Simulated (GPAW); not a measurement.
# SiC (Moissanite): optical spectrum from first principles, part 2 of 2

Aim: the dielectric function of SiC (Moissanite), and the optical constants that follow from it.

GPAW 26.7.0; DFT, PBE, plane-wave PAW (GPAW data sets), scalar-relativistic, RPA, optical limit.

So far. Step 2 (Ground state): There is a gap, 2.57 eV on this mesh (points off the mesh can give less), so no carriers' term is needed.

## Step 4: Dielectric function, RPA

Transitions between filled and empty bands, summed over the zone, give the optical response, so mesh, band count and broadening shape it.

The induced potential is part of this response.

This step: DFT, PBE, plane-wave PAW (GPAW data sets), scalar-relativistic, RPA, optical limit (GPAW 26.7.0).

df.py reads:

```python
from gpaw.response.df import DielectricFunction

df = DielectricFunction('full.gpw', frequencies={'type': 'nonlinear', 'domega0': 0.03, 'omega2': 8},
                        ecut=60,
                        eta=0.1,
                        nbands=30,
                        txt='df.txt')
for direction in ['x', 'z']:
    df.get_dielectric_function(xc='RPA', direction=direction, filename=f'df_{direction}.csv')
```

Launch:

```console
$ OMP_NUM_THREADS=1 python df.py
```

Numbers of over 12 decimals in the logs are rounded to 6 here.

The log of the run:

```text
Using integrator: PointIntegrator
NonLinearFrequencyDescriptor(from 0.000 to 45.857 eV, 454 points)
Nonperiodic BCs:  [False False False]
Using integrator: PointIntegrator
NonLinearFrequencyDescriptor(from 0.000 to 45.857 eV, 454 points)
Nonperiodic BCs:  [False False False]

Calculating chi0 body with:
    Ground state adapter containing:
    Number of spins: 1
    Number of kpoints: 864
    Number of irreducible kpoints: 100
    Number of completely occupied states: 8
    Number of partially occupied states: 8

    Linear response parametrization:
    q_c: [0.0, 0.0, 0.0]
    Number of frequency points: 454
    Planewave cutoff: 60.0
    Number of bands: 30
    Number of planewaves: 37
    Broadening (eta): 0.1

Integrating chi0 body.

Symmetries of q_c:
    Direct symmetries (Uq -> q): 6
    Indirect symmetries (TUq -> q): 6
In total 12 allowed symmetries.

100 groups of equivalent kpoints. 88.425926% reduction.

Integral kind: spectral function

Calculating chi0 optical extensions with:
    Ground state adapter containing:
    Number of spins: 1
    Number of kpoints: 864
    Number of irreducible kpoints: 100
    Number of completely occupied states: 8
    Number of partially occupied states: 8

    Linear response parametrization:
    Number of frequency points: 454
    Planewave cutoff: 60.0
    Number of bands: 30
    Number of planewaves: 37
    Broadening (eta): 0.1
Integrating chi0 head and wings.

Symmetries of q_c:
    Direct symmetries (Uq -> q): 6
    Indirect symmetries (TUq -> q): 6
In total 12 allowed symmetries.

100 groups of equivalent kpoints. 88.425926% reduction.

Integral kind: spectral function wings
```

Elapsed: 8.1 s, on 1 thread of Arm Neoverse V1, shared host; peak memory 0.22 GiB.

This step gave:

- electronic dielectric constant ε∞, mean over x, y and z (by symmetry where fewer were run): 6.802
- main peak of Im epsilon, first axis: 6.269 eV

Some rows of df_x.csv (energy; Re and Im without local fields; Re and Im with them):

```text
0.000000, 7.020102, 0.000000, 6.612529, -0.000000
0.555532, 7.054811, 0.012592, 6.644080, 0.011446
1.143969, 7.170604, 0.027118, 6.749312, 0.024639
1.768324, 7.395238, 0.045646, 6.953334, 0.041442
2.431988, 7.780728, 0.072303, 7.303111, 0.065567
3.138794, 8.434816, 0.117204, 7.895773, 0.106118
3.893091, 9.630010, 0.215104, 8.977102, 0.194562
4.699832, 12.490459, 0.773280, 11.565916, 0.710204
5.564682, 17.680484, 5.174170, 15.921758, 4.526542
6.494155, 7.042860, 14.704201, 6.834621, 13.535819
7.495775, -1.719811, 14.129697, -1.047638, 13.309511
8.578281, -2.651541, 11.013400, -1.669119, 9.882338
9.751884, -3.698948, 6.577994, -2.602860, 6.187868
11.028587, -3.855606, 4.288032, -3.308321, 4.287395
12.422601, -2.800002, 1.886711, -2.454370, 2.091639
13.950874, -1.896968, 1.701869, -1.592847, 1.937124
15.633783, -1.439533, 0.931950, -1.406306, 1.153026
17.496047, -0.839731, 0.486824, -0.838826, 0.599953
19.567954, -0.460873, 0.291857, -0.471244, 0.385984
```

The Im ε has structure finer than the step of the table below, so its rows give means over 0.5 eV, whole bins alone (the curve runs from 0 to 21.9 eV). Peaks (eV: height): E ∥ x 6.28: 17.6, 7.32: 16.4; E ∥ z 5.08: 10.5, 6.39: 23.0, 7.61: 16.3.

Values under the direct gap are tails of Lorentzian lines. Table of Im ε by photon energy; means over each step:

| photon energy (eV) | E ∥ x | E ∥ z |
| --- | --- | --- |
| 0.5 | 0.0103 | 0.0130 |
| 1.0 | 0.0213 | 0.0271 |
| 1.5 | 0.0338 | 0.0435 |
| 2.0 | 0.0491 | 0.0641 |
| 2.5 | 0.0689 | 0.0924 |
| 3.0 | 0.0969 | 0.135 |
| 3.5 | 0.140 | 0.210 |
| 4.0 | 0.220 | 0.378 |
| 4.5 | 0.477 | 1.37 |
| 5.0 | 1.97 | 7.23 |
| 5.5 | 4.32 | 9.06 |
| 6.0 | 13.2 | 13.3 |
| 6.5 | 14.8 | 17.6 |
| 7.0 | 14.7 | 12.9 |
| 7.5 | 13.6 | 14.9 |
| 8.0 | 10.9 | 9.72 |
| 8.5 | 10.1 | 8.45 |
| 9.0 | 9.22 | 7.92 |
| 9.5 | 6.56 | 6.80 |
| 10.0 | 5.85 | 5.01 |
| 10.5 | 4.91 | 4.02 |
| 11.0 | 4.47 | 3.59 |
| 11.5 | 3.46 | 2.98 |
| 12.0 | 3.03 | 3.24 |
| 12.5 | 2.20 | 2.27 |
| 13.0 | 2.26 | 2.33 |
| 13.5 | 2.06 | 2.15 |
| 14.0 | 1.95 | 1.70 |
| 14.5 | 1.49 | 1.07 |
| 15.0 | 1.34 | 1.11 |
| 15.5 | 1.18 | 1.06 |
| 16.0 | 0.967 | 0.949 |
| 16.5 | 0.850 | 0.769 |
| 17.0 | 0.688 | 0.622 |
| 17.5 | 0.617 | 0.603 |
| 18.0 | 0.534 | 0.619 |
| 18.5 | 0.479 | 0.489 |
| 19.0 | 0.489 | 0.463 |
| 19.5 | 0.399 | 0.388 |
| 20.0 | 0.296 | 0.361 |
| 20.5 | 0.269 | 0.342 |
| 21.0 | 0.248 | 0.361 |
| 21.5 | 0.217 | 0.343 |

Table of Re ε by photon energy:

| photon energy (eV) | E ∥ x | E ∥ z |
| --- | --- | --- |
| 0 | 6.61 | 7.18 |
| 1 | 6.72 | 7.31 |
| 2 | 7.06 | 7.75 |
| 3 | 7.76 | 8.69 |
| 4 | 9.20 | 10.9 |
| 5 | 12.9 | 15.6 |
| 6 | 15.7 | 12.4 |
| 7 | 5.20 | 3.80 |
| 8 | 0.329 | -2.44 |
| 9 | -1.47 | -2.77 |
| 10 | -3.33 | -3.18 |
| 11 | -3.36 | -3.29 |
| 12 | -2.49 | -2.38 |
| 13 | -2.04 | -1.86 |
| 14 | -1.63 | -2.04 |
| 15 | -1.42 | -1.36 |
| 16 | -1.23 | -1.22 |
| 17 | -0.964 | -0.876 |
| 18 | -0.731 | -0.675 |
| 19 | -0.475 | -0.417 |
| 20 | -0.331 | -0.279 |
| 21 | -0.163 | -0.123 |

The Im ε, E ∥ x has structure finer than the step of the table below, so its rows give means over 0.5 eV, whole bins alone (the curve runs from 0 to 21.9 eV). Peaks (eV: height): without local fields 6.28: 19.4, 7.32: 18.2; with local fields 6.28: 17.6, 7.32: 16.4.

Values under the direct gap are tails of Lorentzian lines. The Im ε, E ∥ x by photon energy; means over each step:

| photon energy (eV) | without local fields | with local fields |
| --- | --- | --- |
| 0.5 | 0.0113 | 0.0103 |
| 1.0 | 0.0234 | 0.0213 |
| 1.5 | 0.0373 | 0.0338 |
| 2.0 | 0.0541 | 0.0491 |
| 2.5 | 0.0760 | 0.0689 |
| 3.0 | 0.107 | 0.0969 |
| 3.5 | 0.155 | 0.140 |
| 4.0 | 0.244 | 0.220 |
| 4.5 | 0.521 | 0.477 |
| 5.0 | 2.11 | 1.97 |
| 5.5 | 4.93 | 4.32 |
| 6.0 | 15.2 | 13.2 |
| 6.5 | 16.1 | 14.8 |
| 7.0 | 16.4 | 14.7 |
| 7.5 | 14.8 | 13.6 |
| 8.0 | 12.2 | 10.9 |
| 8.5 | 11.2 | 10.1 |
| 9.0 | 9.82 | 9.22 |
| 9.5 | 6.86 | 6.56 |
| 10.0 | 5.85 | 5.85 |
| 10.5 | 5.01 | 4.91 |
| 11.0 | 4.42 | 4.47 |
| 11.5 | 3.48 | 3.46 |
| 12.0 | 2.88 | 3.03 |
| 12.5 | 2.02 | 2.20 |
| 13.0 | 2.02 | 2.26 |
| 13.5 | 1.77 | 2.06 |
| 14.0 | 1.66 | 1.95 |
| 14.5 | 1.21 | 1.49 |
| 15.0 | 1.10 | 1.34 |
| 15.5 | 0.937 | 1.18 |
| 16.0 | 0.793 | 0.967 |
| 16.5 | 0.678 | 0.850 |
| 17.0 | 0.568 | 0.688 |
| 17.5 | 0.506 | 0.617 |
| 18.0 | 0.435 | 0.534 |
| 18.5 | 0.397 | 0.479 |
| 19.0 | 0.402 | 0.489 |
| 19.5 | 0.305 | 0.399 |
| 20.0 | 0.234 | 0.296 |
| 20.5 | 0.222 | 0.269 |
| 21.0 | 0.213 | 0.248 |
| 21.5 | 0.190 | 0.217 |

The reflectivity at normal incidence has structure finer than the step of the table below, so its rows give means over 0.5 eV, whole bins alone (the curve runs from 0 to 21.9 eV). Peaks (eV: height): E ∥ x 9.35: 56.2, 10.17: 52.2, 11.18: 53.1, 12.34: 55.9, 14.40: 53.3, 16.85: 55.2, 19.81: 56.2; E ∥ z 7.73: 56.5, 9.55: 56.6, 10.45: 55.9, 11.10: 55.2, 12.50: 54.2, 14.31: 63.1, 16.54: 54.3.

Table of reflectivity at normal incidence by photon energy; means over each step:

| photon energy (eV) | E ∥ x (%) | E ∥ z (%) |
| --- | --- | --- |
| 0.5 | 19.4 | 20.9 |
| 1.0 | 19.6 | 21.2 |
| 1.5 | 20.0 | 21.6 |
| 2.0 | 20.5 | 22.2 |
| 2.5 | 21.3 | 23.1 |
| 3.0 | 22.3 | 24.4 |
| 3.5 | 23.6 | 26.1 |
| 4.0 | 25.4 | 28.7 |
| 4.5 | 28.3 | 33.4 |
| 5.0 | 32.0 | 37.4 |
| 5.5 | 36.5 | 38.9 |
| 6.0 | 43.7 | 42.1 |
| 6.5 | 43.3 | 48.7 |
| 7.0 | 44.2 | 42.6 |
| 7.5 | 47.6 | 49.9 |
| 8.0 | 43.8 | 49.1 |
| 8.5 | 45.9 | 46.8 |
| 9.0 | 47.3 | 47.0 |
| 9.5 | 51.2 | 52.7 |
| 10.0 | 49.1 | 50.0 |
| 10.5 | 45.3 | 51.0 |
| 11.0 | 51.2 | 51.4 |
| 11.5 | 49.8 | 44.2 |
| 12.0 | 51.2 | 47.1 |
| 12.5 | 51.2 | 50.9 |
| 13.0 | 46.7 | 45.2 |
| 13.5 | 46.8 | 48.5 |
| 14.0 | 46.8 | 54.3 |
| 14.5 | 51.9 | 58.2 |
| 15.0 | 49.2 | 51.2 |
| 15.5 | 51.3 | 47.5 |
| 16.0 | 52.0 | 51.3 |
| 16.5 | 52.7 | 52.7 |
| 17.0 | 53.7 | 53.1 |
| 17.5 | 52.2 | 46.7 |
| 18.0 | 52.2 | 45.8 |
| 18.5 | 49.7 | 48.9 |
| 19.0 | 45.4 | 44.2 |
| 19.5 | 50.7 | 45.8 |
| 20.0 | 51.5 | 41.6 |
| 20.5 | 47.8 | 37.0 |
| 21.0 | 42.8 | 31.7 |
| 21.5 | 36.8 | 31.3 |

Values under the direct gap are tails of Lorentzian lines. The loss function −Im 1/ε at q → 0 by energy loss; read off at these points:

| energy loss (eV) | E ∥ x | E ∥ z |
| --- | --- | --- |
| 0.0 | 0 | 0 |
| 1.0 | 4.7e-4 | 5.0e-4 |
| 2.0 | 9.8e-4 | 0.00106 |
| 3.0 | 0.00160 | 0.00177 |
| 4.0 | 0.00255 | 0.00308 |
| 5.0 | 0.0135 | 0.0275 |
| 6.0 | 0.0317 | 0.0403 |
| 7.0 | 0.0614 | 0.0764 |
| 8.0 | 0.0898 | 0.105 |
| 9.0 | 0.105 | 0.110 |
| 10.0 | 0.125 | 0.145 |
| 11.0 | 0.144 | 0.150 |
| 12.0 | 0.196 | 0.195 |
| 13.0 | 0.244 | 0.258 |
| 14.0 | 0.299 | 0.243 |
| 15.0 | 0.352 | 0.362 |
| 16.0 | 0.395 | 0.397 |
| 17.0 | 0.488 | 0.537 |
| 18.0 | 0.648 | 0.737 |
| 19.0 | 1.05 | 1.19 |
| 20.0 | 1.49 | 1.75 |
| 21.0 | 2.80 | 2.45 |
| 21.8 | 4.51 | 3.05 |

At chosen wavelengths:

| wavelength (nm) | n x | k x | R (%) x | 1/α x | n z | k z | R (%) z | 1/α z |
| --- | --- | --- | --- | --- | --- | --- | --- | --- |
| 1064 | 2.60 | 0.005 | 19.7 | 17 µm | 2.71 | 0.006 | 21.3 | 14 µm |
| 800 | 2.62 | 0.007 | 20.0 | 9.5 µm | 2.74 | 0.008 | 21.7 | 7.7 µm |
| 633 | 2.65 | 0.009 | 20.5 | 5.6 µm | 2.78 | 0.011 | 22.2 | 4.5 µm |
| 405 | 2.80 | 0.018 | 22.4 | 1.8 µm | 2.96 | 0.024 | 24.5 | 1.4 µm |
| 365 | 2.86 | 0.022 | 23.3 | 1.3 µm | 3.05 | 0.031 | 25.7 | 946 nm |
| 308 | 3.04 | 0.036 | 25.5 | 672 nm | 3.31 | 0.057 | 28.8 | 430 nm |
| 248 | 3.61 | 0.322 | 32.4 | 61 nm | 4.10 | 1.085 | 39.7 | 18 nm |

Below the direct gap, k and the depth come from the tails of the Lorentzian lines, not from transitions.

Rows near the edge hang on the gap, which this functional as a rule makes too small, and phonon-assisted absorption is left out.

At 1064 nm the birefringence n(z) − n(x) is +0.114: the crystal is uniaxial positive at this level.

## Step 5: What came out

```
electronic dielectric constant ε∞, mean over x, y and z (by symmetry where fewer were run) (RPA) : 6.80
main peak of Im epsilon, first axis                                                              : 6.27 eV
```

**Reading.** At this level (PBE, RPA) SiC has a mean ε∞ = 6.80 and n = 2.58 at 1550 nm (E ∥ x), and Im ε peaks at 6.3 eV (E ∥ x). On the mesh the gap is 2.32 eV and the least direct gap 4.07 eV, so on this mesh the band edges lie at different points. Local fields change the static value along x from 7.02 to 6.61 (-6 %). Distinct maxima of Im ε, read by a parabola through the highest points, lie at 6.27 eV (18), 6.82 eV (15), 7.33 eV (16) and 8.04 eV (11) for E ∥ x. The static values by axis are 6.61 (x), 7.18 (z). At 1064 nm the birefringence n(z) − n(x) is +0.114: the crystal is uniaxial positive at this level. Excitons and phonon-assisted transitions are missing; PBE gaps are as a rule too small, which pulls the onset down and ε∞ up. The sum runs over mesh points, so small or evenly spaced maxima can still be ripples of the mesh. Besides steps told in other documents, this task had 1 run with a known fault of program or setting; those not told in a step above aren't shown.

[Machine, clock and banner lines and Python warnings are left out of the logs.]

[Logs are printed without paths, hosts, clocks, repeated set-up lines and the standing remarks that a program may print on its own settings, such as how far it seeks lower states.]

[Hosts, paths, dates, database ids (printed as entryN), source tags and the programs' standing remarks are cut or masked in the printed files.]
